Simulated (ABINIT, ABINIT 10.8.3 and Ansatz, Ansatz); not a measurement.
# Be3N2 (R3m): Bethe-Salpeter spectra with ABINIT

Aim: the absorption spectrum of Be3N2 (R3m) with electron-hole interaction, and what each part of the kernel does.

Main program and level: ABINIT 10.8.3 and Ansatz 0.2.0; LDA and many-body steps on it, plane waves.

## 1. Set-up

It takes space group R3m (No. 160, trigonal). The conventional cell has a = 2.840 Å, b = 2.840 Å, c = 14.599 Å, α = 90.00°, β = 90.00°, γ = 120.00°. Nearest to Be lie 3 N at 1.65 Å. Be has 4 N at 1.66 to 1.84 Å nearest. Be has 4 N at 1.68 to 1.78 Å nearest. Nearest to N lie 5 Be at 1.65 to 1.68 Å. Nearest to N lie 6 Be at 1.78 to 1.84 Å. Farther neighbours and most contacts between anions are not listed.

The cell and positions are those that the Materials Project relaxed with its own functionals (PBE, PBE+U or r2SCAN), kept fixed.

## 2. Empty states on the mesh, 4×4×4 mesh, 45 bands

This step: ABINIT 10.8.3; DFT, LDA, plane waves, norm-conserving pseudopotentials.

The sums over transitions need many empty states on a uniform mesh; this step solves for them.

Input file run.abi:

```
acell 3*1.0 Angstrom
rprim 
  1.419805055509 0.819724830995 4.866215662800
  -1.419805055509 0.819724830995 4.866215662800
  -0.000000000000 -1.639449661990 4.866215662800
ntypat 2
znucl 4 7
natom 5
typat 1 1 1 2 2
xred 
  0.859001080000 0.859001080000 0.859001080000
  0.317694560000 0.317694560000 0.317694560000
  0.088806770000 0.088806770000 0.088806770000
  0.204162680000 0.204162680000 0.204162680000
  0.708434910000 0.708434910000 0.708434910000
pp_dirpath "pseudos"
pseudos "Be.upf, N.upf"
ecut 38
ngkpt 4 4 4
nshiftk 1
shiftk 0 0 0
kptopt 1
chksymbreak 0
iscf -2
irdden 1
istwfk *1
nband 45
nbdbuf 4
tolwfr 1e-09
nstep 60
prtvol 0
indata_prefix "in"
outdata_prefix "out"
tmpdata_prefix "tmp"
```

Command:

```console
$ OMP_NUM_THREADS=1 mpirun -n 4 abinit run.abi > log
```

Numbers of over 12 decimals in the logs are rounded to 6 here.

What it wrote:

```text
.Version 10.8.3 of ABINIT. v10.8.2 released Aug 2026.

 Symmetries : space group R3 m (#160); Bravais hR (rhombohedral)
[... echo of the input left out ...]
== DATASET  1 ==================================================================
-   mpi_nproc: 4, omp_nthreads: 1 (-1 if OMP is not activated)

--- !DatasetInfo
iteration_state: {dtset: 1, }
dimensions: {natom: 5, nkpt: 13, mband: 45, nsppol: 1, nspinor: 1, nspden: 1, mpw: 2590, }
cutoff_energies: {ecut:  38.0, pawecutdg:  -1.0, }
[...]
1.01048    1.04050    1.08249    1.08249    1.20619    1.21671    1.21671    1.27803
   1.36370    1.57095    1.57095    1.66026    1.69073    1.69073    1.77739    1.77739
   1.81357    1.85218    1.92795    1.92795    1.98026
 prteigrs : prtvol=0 or 1, do not print more k-points.

== END DATASET(S) ==============================================================
================================================================================

 -outvars: echo values of variables after computation  --------
            nband          45
             nkpt          13
          spgroup         160
 [... the other variables as echoed above ...]

 Calculation completed.
```

Run time: 26 s. Hardware: 4 MPI ranks of Arm Neoverse N1, shared host; peak memory 0.3 GiB; 1.7 min of CPU time.

This step gave:

```
gap                                                           : 2.731 eV
k of the valence top                                          : 0, 0, 0
k of the conduction bottom                                    : 0.5, 0.5, 0
least direct gap                                              : 3.792 eV
k points computed                                             : 13
lowest point of the top converged band, above the valence top : 41.65 eV
```

On this mesh the gap is 2.731 eV.

The density comes from a self-consistent run that is not shown.

## 3. Screening, 4×4×4 mesh, 41 bands, screening to 119.7 eV

The RPA dielectric matrix is built and inverted for each q.

This step: RPA screening on LDA, plane waves, norm-conserving pseudopotentials.

Edit run.abi of step 2 so:

```diff
@@ -23,10 +23,11 @@
 chksymbreak 0
-iscf -2
-irdden 1
 istwfk *1
-nband 45
-nbdbuf 4
-tolwfr 1e-09
-nstep 60
-prtvol 0
+occopt 1
+irdwfk 1
+optdriver 3
+nband 41
+ecuteps 4.4
+inclvkb 2
+awtr 1
+symchi 1
 indata_prefix "in"
```

What it wrote:

```text
.Version 10.8.3 of ABINIT. v10.8.2 released Aug 2026.

 Symmetries : space group R3 m (#160); Bravais hR (rhombohedral)
[... echo of the input left out ...]
== DATASET  1 ==================================================================
-   mpi_nproc: 4, omp_nthreads: 1 (-1 if OMP is not activated)

--- !DatasetInfo
iteration_state: {dtset: 1, }
dimensions: {natom: 5, nkpt: 13, mband: 41, nsppol: 1, nspinor: 1, nspden: 1, mpw: 2590, }
cutoff_energies: {ecut:  38.0, pawecutdg:  -1.0, }
[...]
--------------------------------------------------------------------------------
[... chi0 elements left out ...]
 For q-point:  0.000010 0.000020 0.000030
  dielectric constant =   4.7590
  dielectric constant without local fields =   5.1652

  Average fulfillment of the sum rule on Im[epsilon] for q-point    1 :     48.14  [%]
[... wings left out ...]
  q-point number  2        q = ( 0.250000, 0.000000, 0.000000) [r.l.u.]
--------------------------------------------------------------------------------
[... chi0 elements left out ...]
  Average fulfillment of the sum rule on Im[epsilon] for q-point    2 :     60.22  [%]

 [... 11 further q-points ...]
```

It took 65 s on 4 MPI ranks; peak memory 1.1 GiB; 4.3 min of CPU time.

This step gave:

```yaml
eps_infinity_with_local_fields_on_this_mesh_along_the_program_s_q_direction: 4.759
the_same_without_local_fields: 5.165
plasma_frequency: 29.88 eV
plane_waves_in_the_screening_matrix: 111
```

Local fields lower ε∞ by 8 %.

## 4. Self-energy, 4×4×4 mesh, 41 bands, screening to 119.7 eV

The self-energy is evaluated for the states that the input lists, and the levels follow from it, in one-shot runs by the linearised quasiparticle equation.

This step: G0W0 on LDA, plane waves, norm-conserving pseudopotentials.

Edit run.abi of step 3 so:

```diff
@@ -26,8 +26,17 @@
 irdwfk 1
-optdriver 3
+optdriver 4
 nband 41
+gwcalctyp 0
+ecutsigx 38
+symsigma 1
+nkptgw 2
+kptgw 
+  0.0000000000 0.0000000000 0.0000000000
+  0.5000000000 0.5000000000 0.0000000000
+bdgw 
+  10 13
+  10 13
 ecuteps 4.4
-inclvkb 2
-awtr 1
-symchi 1
+irdscr 1
+ppmodel 1
 indata_prefix "in"
```

What it wrote:

```text
.Version 10.8.3 of ABINIT. v10.8.2 released Aug 2026.

 Symmetries : space group R3 m (#160); Bravais hR (rhombohedral)
[... echo of the input left out ...]
== DATASET  1 ==================================================================
-   mpi_nproc: 4, omp_nthreads: 1 (-1 if OMP is not activated)

--- !DatasetInfo
iteration_state: {dtset: 1, }
dimensions: {natom: 5, nkpt: 13, mband: 41, nsppol: 1, nspinor: 1, nspden: 1, mpw: 2590, }
cutoff_energies: {ecut:  38.0, pawecutdg:  -1.0, }
[...]
Band     E0 <VxcDFT>   SigX SigC(E0)      Z dSigC/dE  Sig(E)    E-E0       E
[...]
12   8.664 -11.330  -6.467  -3.503   0.845  -0.184 -10.181   1.149   9.813
       13  13.575 -11.850  -5.860  -4.109   0.843  -0.186 -10.264   1.586  15.161

== END DATASET(S) ==============================================================
================================================================================

 -outvars: echo values of variables after computation  --------
           etotal      0.0000000000E+00
            nband          41
             nkpt          13
          spgroup         160
 [... the other variables as echoed above ...]

 Calculation completed.
```

The job ended after 9.8 s (4 MPI ranks; peak memory 0.93 GiB).

Numbers from this step:

```
G0W0 gap on the points computed              : 4.164 eV
starting gap on the mesh                     : 2.731 eV
k of the valence top                         : 0, 0, 0
k of the conduction bottom                   : 0.5, 0.5, 0
least direct G0W0 gap on the computed points : 5.254 eV
```

The gap on the mesh goes from 2.73 eV to 4.16 eV, a correction of +1.43 eV.

The gap opens by 1.433 eV; the next steps shift the empty bands rigidly by 1.433 eV.

## 5. Excitons

Light makes an electron and a hole together. The Bethe-Salpeter equation adds their screened attraction and their exchange, in a window of bands around the gap.

This step: Bethe-Salpeter equation on LDA with a scissors shift, plane waves, norm-conserving pseudopotentials.

Edit run.abi of step 4 so:

```diff
@@ -26,17 +26,17 @@
 irdwfk 1
-optdriver 4
-nband 41
-gwcalctyp 0
-ecutsigx 38
-symsigma 1
-nkptgw 2
-kptgw 
-  0.0000000000 0.0000000000 0.0000000000
-  0.5000000000 0.5000000000 0.0000000000
-bdgw 
-  10 13
-  10 13
-ecuteps 4.4
+optdriver 99
+bs_calctype 1
+mbpt_sciss 1.433 eV
+bs_loband 7
+nband 13
+bs_exchange_term 1
+bs_coulomb_term 11
+bs_coupling 0
+bs_algorithm 1
+bs_freq_mesh 0 11 0.1 eV
+zcut 0.15 eV
+ecuteps 4
+ecutwfn 19
+inclvkb 2
 irdscr 1
-ppmodel 1
 indata_prefix "in"
```

What it wrote:

```text
.Version 10.8.3 of ABINIT. v10.8.2 released Aug 2026.

 Symmetries : space group R3 m (#160); Bravais hR (rhombohedral)
[... echo of the input left out ...]
== DATASET  1 ==================================================================
-   mpi_nproc: 4, omp_nthreads: 1 (-1 if OMP is not activated)

--- !DatasetInfo
iteration_state: {dtset: 1, }
dimensions: {natom: 5, nkpt: 13, mband: 13, nsppol: 1, nspinor: 1, nspden: 1, mpw: 919, }
cutoff_energies: {ecut:  19.0, pawecutdg:  -1.0, }
electrons: {nelect:   2.20000000E+01, charge:   0.00000000E+00, occopt:   1.00000000E+00, tsmear:   1.00000000E-02, }

 Exciton: Calculation of dielectric properties by solving the Bethe-Salpeter equation
 in frequency domain and reciprocal space on a transitions basis set.
 Based on a program developed by L. Reining, V. Olevano, F. Sottile,
 S. Albrecht, and G. Onida. Incorporated in ABINIT by M. Giantomassi.

.Using double precision arithmetic ; gwpc =  8

[... cell and pseudopotentials left out ...]
--------------------------------------------------------------------------------

 ==== K-mesh for the wavefunctions ====
 Number of points in the irreducible wedge :    13
[... list of points left out ...]
 Together with  6 symmetry operations and time-reversal symmetry
 yields    64 points in the full Brillouin Zone.

 ==== Q-mesh for the screening function ====
 Number of points in the irreducible wedge :    13
[... list of points left out ...]
 Together with  6 symmetry operations and time-reversal symmetry
 yields    64 points in the full Brillouin Zone.

 vcoul_init : cutoff-mode = AUXILIARY_FUNCTION
 q-points for optical limit:   1
     1)      0.000010    0.000020    0.000030
 setmesh: FFT mesh size selected  =    27x   27x   27
          total number of points  =        19683

 ==== Fundamental parameters for the solution of the Bethe-Salpeter equation: ====
 Algorithm: Direct diagonalization.
 Dimension of the v, W matrices,  npweps  = 93
 Cutoff for the wavefunctions,    npwwfn  = 889
 Number of k-points in the IBZ,   nkibz   = 13
 Highest empty band included,     nband   = 13
 === Spin UP ===
 Number of resonant transitions          640
 Lowest occupied state                   7
 Highest occupied state                  11
 Lowest unoccupied state                 12
 Highest unoccupied state                13
 Minimum frequency [eV]           Emin    =   0.00
 Maximum frequency [eV]           Emax    =  11.00
 Frequency step [eV]              dE      =   0.10
 Lorentzian broadening [eV]       eta     =   0.15
 RPA L0 with KS energies and KS wavefunctions
 Scissors operator energy [eV] =          1.43
 Local fields effects (v term) included
 Excitonic effects (W term) included
 Full W_GG' included
 W is read from an external SCR file
 Resonant-only calculation (Hermitian case)

 Calculating epsilon_Macro(q-->0,w), along the following directions:
 q = (  0.729344  0.000000  0.000000) [r.l.u.]
 q = (  0.000000  0.729344  0.000000) [r.l.u.]
 q = (  0.000000  0.000000  0.729344) [r.l.u.]
 q = (  0.427020 -0.427020  0.000000) [r.l.u.]
 q = (  0.246540  0.246540 -0.493080) [r.l.u.]
 q = (  1.463559  1.463559  1.463559) [r.l.u.]
 Number of electrons calculated from density =   21.9641; Expected =   22.0000
 average of density, n =  0.095781
 r_s =    1.3558
 omega_plasma =   29.8534 [eV]

. Writing resonant excitonic Hamiltonian on file out_BSR; file size=   0.00 [Gb].
 Direct diagonalization of the resonant excitonic Hamiltonian, Matrix size= 640
. Using LAPACK sequential version.
 Excitonic eigenvalues in eV up to n=   32
   4.62978   4.63012   4.64304   4.89188   4.89798   4.89821   6.37253   6.37729
   6.37770   6.41128   6.41276   6.41315   6.62065   6.62148   6.64768   6.66992
   6.67002   6.69080   6.92922   6.93089   6.98012   6.99231   6.99361   6.99465
   7.01556   7.01822   7.02339   7.03283   7.03309   7.05509   7.05530   7.05533

 First excitonic eigenvalue=    4.63 [eV]
 Last  excitonic eigenvalue=   14.56 [eV]

 GW  direct gap       5.22  0.00 [eV]
 EXC direct gap       4.63  0.00 [eV]
 EXC binding energy   0.60  0.00 [eV]

 Excitonic eigenvalues up to the GW energy gap [eV]
  1 (  4.63  0.00)
  2 (  4.63  0.00)
  3 (  4.64  0.00)
  4 (  4.89  0.00)
  5 (  4.90  0.00)
  6 (  4.90  0.00)

 Macroscopic dielectric function:
 omega [eV] <KS_RPA_nlf>  <GW_RPA_nlf>  <BSE>
   0.0000   3.4124   0.0000   3.0420   0.0000   3.3264   0.0000
   0.1000   3.4128   0.0012   3.0423   0.0007   3.3268   0.0011
   0.2000   3.4141   0.0025   3.0430   0.0014   3.3278   0.0022
   0.3000   3.4161   0.0037   3.0442   0.0022   3.3297   0.0033
   0.4000   3.4191   0.0050   3.0459   0.0029   3.3322   0.0044
   0.5000   3.4228   0.0063   3.0480   0.0036   3.3355   0.0055
   0.6000   3.4274   0.0076   3.0507   0.0044   3.3395   0.0066
   0.7000   3.4329   0.0089   3.0538   0.0051   3.3442   0.0077
   0.8000   3.4393   0.0103   3.0575   0.0058   3.3497   0.0089
   0.9000   3.4466   0.0116   3.0616   0.0066   3.3560   0.0100

 Writing KS-RPA macroscopic dielectric function without local fields to file: out_RPA_NLF_MDF
 Writing GW-RPA macroscopic dielectric function without local fields to file: out_GW_NLF_MDF
 Writing EXC Macroscopic dielectric function to file: out_EXC_MDF

== END DATASET(S) ==============================================================
================================================================================

 -outvars: echo values of variables after computation  --------
           etotal      0.0000000000E+00
            nband          13
             nkpt          13
          spgroup         160
 [... the other variables as echoed above ...]

 Calculation completed.
```

It took 45 s on 4 MPI ranks; peak memory 0.4 GiB; 3 min of CPU time.

This step gave:

* direct gap of the transition levels: 5.225 eV
* transitions in the window: 640
* first strong exciton (over a fiftieth of the strongest listed): 4.630 eV
* lowest state: 4.630 eV
* binding of the lowest state below the direct gap: 0.5952 eV
* Coulomb term of one mesh cell: 0.6633 eV

The binding is 0.90 times the screened Coulomb term of one mesh cell (0.66 eV), so it is not shown settled.

The lowest state lies at 4.630 eV, 0.595 eV under the direct gap.

Lines within 3 meV are set at the lowest of them, and the highest group, which the list may cut short, is left out. Exciton lines, with heights relative to the strongest:

| position (eV) | lines merged | oscillator strength, relative |
| --- | --- | --- |
| 4.630 | 2 | 6.6 |
| 4.643 | 1 | 100 |
| 4.892 | 1 | 0.0 |
| 4.898 | 2 | 6.6 |
| 6.372 | 1 | 0.0 |
| 6.377 | 2 | 1.9 |
| 6.411 | 3 | 19 |
| 6.621 | 2 | 1.5 |
| 6.648 | 1 | 17 |

The ε₂ has structure finer than the step of the table below, so its rows give means over 0.5 eV, whole bins alone (the curve runs from 0 to 10.9 eV). Peaks (eV: height): BSE 7.00: 14.1, 9.10: 8.67; no electron-hole interaction 7.70: 7.47, 9.90: 11.4; Kohn-Sham, no shift 6.20: 8.04, 8.50: 11.6.

Mean over the three Cartesian directions of q; broadening 0.15 eV; transition window only. Limits: finite bands, cutoff and mesh; exciton not shown settled in the k mesh. The ε₂ by photon energy; means over each step:

| photon energy (eV) | BSE | no electron-hole interaction | Kohn-Sham, no shift |
| --- | --- | --- | --- |
| 0.5 | 0.00586 | 0.00389 | 0.00693 |
| 1.0 | 0.0121 | 0.00794 | 0.0144 |
| 1.5 | 0.0191 | 0.0124 | 0.0233 |
| 2.0 | 0.0276 | 0.0175 | 0.0350 |
| 2.5 | 0.0387 | 0.0237 | 0.0535 |
| 3.0 | 0.0548 | 0.0316 | 0.0971 |
| 3.5 | 0.0837 | 0.0430 | 0.448 |
| 4.0 | 0.172 | 0.0623 | 0.657 |
| 4.5 | 0.924 | 0.114 | 0.216 |
| 5.0 | 0.555 | 0.578 | 0.283 |
| 5.5 | 0.320 | 0.546 | 0.712 |
| 6.0 | 0.600 | 0.216 | 3.86 |
| 6.5 | 2.40 | 0.312 | 4.26 |
| 7.0 | 9.48 | 0.836 | 4.98 |
| 7.5 | 4.57 | 4.57 | 5.22 |
| 8.0 | 6.11 | 3.95 | 6.64 |
| 8.5 | 6.99 | 5.05 | 9.08 |
| 9.0 | 8.17 | 5.38 | 7.48 |
| 9.5 | 5.60 | 6.81 | 5.61 |
| 10.0 | 4.54 | 9.12 | 3.61 |
| 10.5 | 3.37 | 7.38 | 3.09 |

## 6. Triplet (no exchange term)

Edit run.abi of step 5 so:

```diff
@@ -31,3 +31,3 @@
 nband 13
-bs_exchange_term 1
+bs_exchange_term 0
 bs_coulomb_term 11
@@ -35,3 +35,3 @@
 bs_algorithm 1
-bs_freq_mesh 0 11 0.1 eV
+bs_freq_mesh 0 9 0.05 eV
 zcut 0.15 eV
```

What it wrote:

```text
.Version 10.8.3 of ABINIT. v10.8.2 released Aug 2026.

 Symmetries : space group R3 m (#160); Bravais hR (rhombohedral)
[... echo of the input left out ...]
== DATASET  1 ==================================================================
-   mpi_nproc: 4, omp_nthreads: 1 (-1 if OMP is not activated)

--- !DatasetInfo
iteration_state: {dtset: 1, }
dimensions: {natom: 5, nkpt: 13, mband: 13, nsppol: 1, nspinor: 1, nspden: 1, mpw: 919, }
cutoff_energies: {ecut:  19.0, pawecutdg:  -1.0, }
electrons: {nelect:   2.20000000E+01, charge:   0.00000000E+00, occopt:   1.00000000E+00, tsmear:   1.00000000E-02, }

 Exciton: Calculation of dielectric properties by solving the Bethe-Salpeter equation
 in frequency domain and reciprocal space on a transitions basis set.
 Based on a program developed by L. Reining, V. Olevano, F. Sottile,
 S. Albrecht, and G. Onida. Incorporated in ABINIT by M. Giantomassi.

.Using double precision arithmetic ; gwpc =  8

[... cell and pseudopotentials left out ...]
--------------------------------------------------------------------------------

 ==== K-mesh for the wavefunctions ====
 Number of points in the irreducible wedge :    13
[... list of points left out ...]
 Together with  6 symmetry operations and time-reversal symmetry
 yields    64 points in the full Brillouin Zone.

 ==== Q-mesh for the screening function ====
 Number of points in the irreducible wedge :    13
[... list of points left out ...]
 Together with  6 symmetry operations and time-reversal symmetry
 yields    64 points in the full Brillouin Zone.

 vcoul_init : cutoff-mode = AUXILIARY_FUNCTION
 q-points for optical limit:   1
     1)      0.000010    0.000020    0.000030
 setmesh: FFT mesh size selected  =    27x   27x   27
          total number of points  =        19683

[...]
average of density, n =  0.095781
 r_s =    1.3558
 omega_plasma =   29.8534 [eV]

. Writing resonant excitonic Hamiltonian on file out_BSR; file size=   0.00 [Gb].
 Direct diagonalization of the resonant excitonic Hamiltonian, Matrix size= 640
. Using LAPACK sequential version.
 Excitonic eigenvalues in eV up to n=   32
   4.61172   4.61453   4.61500   4.88579   4.88611   4.89067   6.36380   6.36422
   6.37080   6.40757   6.40789   6.41105   6.58909   6.59924   6.60055   6.65124
   6.66469   6.66478   6.87514   6.87650   6.89079   6.97958   6.98135   6.99236
   7.00005   7.00230   7.01429   7.01486   7.01945   7.04812   7.04818   7.05449

 First excitonic eigenvalue=    4.61 [eV]
 Last  excitonic eigenvalue=   14.21 [eV]

 GW  direct gap       5.22  0.00 [eV]
 EXC direct gap       4.61  0.00 [eV]
 EXC binding energy   0.61  0.00 [eV]

 Excitonic eigenvalues up to the GW energy gap [eV]
  1 (  4.61  0.00)
  2 (  4.61  0.00)
  3 (  4.62  0.00)
  4 (  4.89  0.00)
  5 (  4.89  0.00)
  6 (  4.89  0.00)

 Macroscopic dielectric function:
 omega [eV] <KS_RPA_nlf>  <GW_RPA_nlf>  <BSE>
   0.0000   3.4124   0.0000   3.0420   0.0000   3.3907   0.0000
   0.0500   3.4125   0.0006   3.0421   0.0004   3.3908   0.0006
   0.1000   3.4128   0.0012   3.0423   0.0007   3.3911   0.0012
[...]
0.4000   3.4191   0.0050   3.0459   0.0029   3.3970   0.0047
   0.4500   3.4208   0.0057   3.0469   0.0033   3.3987   0.0053

 Writing KS-RPA macroscopic dielectric function without local fields to file: out_RPA_NLF_MDF
 Writing GW-RPA macroscopic dielectric function without local fields to file: out_GW_NLF_MDF
 Writing EXC Macroscopic dielectric function to file: out_EXC_MDF

== END DATASET(S) ==============================================================
================================================================================

 -outvars: echo values of variables after computation  --------
           etotal      0.0000000000E+00
            nband          13
             nkpt          13
          spgroup         160
 [... the other variables as echoed above ...]

 Calculation completed.
```

The job ended after 44 s (4 MPI ranks; peak memory 0.4 GiB; 2.9 min of CPU time).

The lowest triplet lies at 4.612 eV; triplets are dark, so no spectrum is read.

[end of part 1 of 3]

[Paths, hosts, dates, memory and timing lines, banners, echoed tables and standing remarks are left out of the program output.]

[Logs are printed without paths, hosts, clocks, repeated set-up lines and the standing remarks that a program may print on its own settings, such as how far it seeks lower states.]

[Runs of the session that timed out or met a known fault of the program may be left out.]

[No measured gap is set beside runs whose start may be inverted or whose files or cutoffs have a known fault.]

[Hosts, paths, dates, database ids (printed as entryN), source tags and the programs' standing remarks are cut or masked in the printed files.]

[G0W0 gaps are taken among the corrected bands and points alone; a level outside them can change the order at an edge.]

[Where Ansatz stands beside ABINIT at settings called matched, ABINIT's density can come from a denser mesh and the files from another edition; pairs whose starting gaps differed by over 0.03 eV were left out, so agreement reads better than it is.]
